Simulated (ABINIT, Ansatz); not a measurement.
# ZnWO4 (P2/c): changed settings of a GW run in ABINIT, part 2 of 2

Aim: change inputs of a GW run on ZnWO4 (P2/c) and see what moves.

ABINIT 10.8.3; LDA and many-body steps on it, plane waves. Known limits of the many-body steps: not at the basis limit; d shell near the gap, gap tends to lie low; no spin-orbit coupling; coarse k mesh.

So far. Step 2 (Screening, 4×2×2 mesh, 219 bands, screening to 141.5 eV): Local fields lower ε∞ by 13 %. On a Γ-centred mesh this coarse the value itself is usually too large, while a short band sum pulls it down. Step 3 (Base): The gap on the mesh goes from 2.88 eV to 4.68 eV, a correction of +1.80 eV.

## 5. Contour deformation on a plasmon-pole file

Level of this step: G0W0 on LDA, plane waves, norm-conserving pseudopotentials (ABINIT).

run.abi reads:

```
acell 3*1.0 Angstrom
rprim 
  4.698600000000 0.000000000000 0.000000000000
  0.000000000000 5.729300000000 0.000000000000
  -0.052988409000 0.000000000000 4.936415614400
ntypat 3
znucl 30 74 8
natom 12
typat 1 1 2 2 3 3 3 3 3 3 3 3
xred 
  0.500000000000 0.684000000000 0.250000000000
  0.500000000000 0.316000000000 0.750000000000
  0.000000000000 0.182580000000 0.250000000000
  0.000000000000 0.817420000000 0.750000000000
  0.216900000000 0.105100000000 0.936300000000
  0.783100000000 0.105100000000 0.563700000000
  0.783100000000 0.894900000000 0.063700000000
  0.216900000000 0.894900000000 0.436300000000
  0.256500000000 0.377700000000 0.399600000000
  0.743500000000 0.377700000000 0.100400000000
  0.743500000000 0.622300000000 0.600400000000
  0.256500000000 0.622300000000 0.899600000000
pp_dirpath "pseudos"
pseudos "Zn.upf, W.upf, O.upf"
ecut 36
ngkpt 4 2 2
nshiftk 1
shiftk 0 0 0
kptopt 1
chksymbreak 0
istwfk *1
occopt 1
irdwfk 1
optdriver 4
nband 219
gwcalctyp 2
ecutsigx 36
symsigma 1
nkptgw 2
kptgw 
  0.0000000000 0.5000000000 0.0000000000
  0.0000000000 0.0000000000 0.0000000000
bdgw 
  57 60
  57 60
ecuteps 5.2
irdscr 1
indata_prefix "in"
outdata_prefix "out"
tmpdata_prefix "tmp"
```

On the command line:

```console
OMP_NUM_THREADS=1 mpirun -n 16 abinit run.abi > log
```

The program printed:

```text
.Version 10.8.3 of ABINIT. v10.8.2 released Aug 2026.

 Symmetries : space group P2/c (# 13); Bravais mP (primitive monocl.)
================================================================================
 Values of the parameters that define the memory need of the present run
     intxc =       0    ionmov =       0      iscf =       7    lmnmax =       8
     lnmax =       8     mgfft =      60  mpssoang =       4    mqgrid =    3001
     natom =      12  nloc_mem =       1    nspden =       1   nspinor =       1
    nsppol =       1      nsym =       4    n1xccc =    2501    ntypat =       3
    occopt =       1   xclevel =       1
-    mband =         219        mffmem =           1         mkmem =           1
       mpw =        9270          nfft =      155520          nkpt =          12
================================================================================
  Rough estimation (10% accuracy) of disk space for files :
================================================================================

--------------------------------------------------------------------------------
------------- Echo of variables that govern the present computation ------------
--------------------------------------------------------------------------------
 -outvars: echo values of preprocessed input variables --------
            acell      1.8897261259E+00  1.8897261259E+00  1.8897261259E+00 Bohr

             bdgw          57      60      57      60
      chksymbreak           0
             ecut      3.60000000E+01 Hartree
          ecuteps      5.20000000E+00 Hartree
         ecutsigx      3.60000000E+01 Hartree
          ecutwfn      3.60000000E+01 Hartree
-          fftalg         312
        gwcalctyp           2
           irdscr           1
[...]
setmesh: FFT mesh size selected  =    48x   60x   54
          total number of points  =       155520

 Number of electrons calculated from density =  116.0000; Expected =  116.0000
 average of density, n =  0.129354
 r_s =    1.2266
 omega_plasma =   34.6933 [eV]

 === KS Band Gaps ===
  >>>> For spin  1
   Minimum direct gap =   2.8848 [eV], located at k-point      :   0.0000  0.5000  0.0000
   Fundamental gap    =   2.8848 [eV], Top of valence bands at :   0.0000  0.5000  0.0000
                                       Bottom of conduction at :   0.0000  0.5000  0.0000
 SIGMA fundamental parameters:
 CONTOUR DEFORMATION
 number of plane-waves for SigmaX                 9239
 number of plane-waves for SigmaC and W            519
 number of plane-waves for wavefunctions          9239
 number of bands                                   219
 number of independent spin polarizations            1
 number of spinorial components                      1
 number of k-points in IBZ                          12
 number of q-points in IBZ                          12
 number of symmetry operations                       4
 number of k-points in BZ                           16
 number of q-points in BZ                           16
 number of frequencies for dSigma/dE                 9
 frequency step for dSigma/dE [eV]                0.25
 number of omega for Sigma on real axis              0
 max omega for Sigma on real axis  [eV]           0.00
 zcut for avoiding poles [eV]                     0.10

 EPSILON^-1 parameters (SCR file):
 dimension of the eps^-1 matrix on file            519
 dimension of the eps^-1 matrix used               519
 number of plane-waves for wavefunctions          9239
 number of bands                                   219
 number of q-points in IBZ                          12
 number of frequencies                               2
 number of real frequencies                          1
 number of imag frequencies                          1

 matrix elements of self-energy operator (all in [eV])

 Perturbative Calculation

--- !ERROR
message: |
    Fatal error

--- !ERROR
message: |
    Fatal error

--- from the log ---
Fatal error
```

Elapsed: 8.4 s, on 16 MPI ranks of Arm Neoverse N1, shared host; peak memory 3.9 GiB; 2 min of CPU time.

The run stopped with an error after 8.4 s.

The fault put into this input: contour deformation on a plasmon-pole file.

## 6. The runs together

Times are wall times on 16 MPI ranks of Arm Neoverse N1, shared host, good to a factor of about two. A run's time includes the screening step that it read.

| run | mesh | bands | screening cutoff (eV) | DFT gap (eV) | gap on the mesh (eV) | direct (eV) | ε∞ used | time |
| --- | --- | --- | --- | --- | --- | --- | --- | --- |
| base | 4×2×2 | 219 | 141.5 | 2.885 | 4.683 | 4.683 | 5.53 | 12 min |
| smaller part of the screening matrix | 4×2×2 | 219 | 70.7 | 2.885 | 4.877 | 4.877 | 5.53 | 12 min |

## 7. Summary of results

* base: 4.683 eV
* smaller part of the screening matrix: 4.877 eV
* known limits: not at the basis limit; d shell near the gap, gap tends to lie low; no spin-orbit coupling; coarse k mesh

Smaller part of the screening matrix: +0.194 eV against base (keys changed: ecuteps). Bands and cutoff are finite, so the gap is not at the basis limit. The miss can reach some tenths of an eV and take either sign; the mesh is an error of its own. In the first G0W0 run levels were corrected at 2 k points alone, so a gap called «on the mesh» is the least over those, and an edge elsewhere would be missed. The 4×2×2 mesh is coarse for this cell, which bears on the long-range parts of exchange and screening. A d shell, filled or nearly so, lies near the gap. One-shot GW converges very slowly in bands there, not always from below, and on a semilocal start the gap tends to come out low; starts rich in exact exchange can overshoot instead. The many-body steps are scalar-relativistic: spin-orbit coupling is not in them.

[Paths, hosts, dates, memory and timing lines, banners, echoed tables and standing remarks are left out of the program output.]

[Logs are printed without paths, hosts, clocks, repeated set-up lines and the standing remarks that a program may print on its own settings, such as how far it seeks lower states.]

[Runs of the session that timed out or met a known fault of the program may be left out.]

[No measured gap is set beside runs whose start may be inverted or whose files or cutoffs have a known fault.]

[Hosts, paths, dates, database ids (printed as entryN), source tags and the programs' standing remarks are cut or masked in the printed files.]

[G0W0 gaps are taken among the corrected bands and points alone; a level outside them can change the order at an edge.]

[Where Ansatz stands beside ABINIT at settings called matched, ABINIT's density can come from a denser mesh and the files from another edition; pairs whose starting gaps differed by over 0.03 eV were left out, so agreement reads better than it is.]
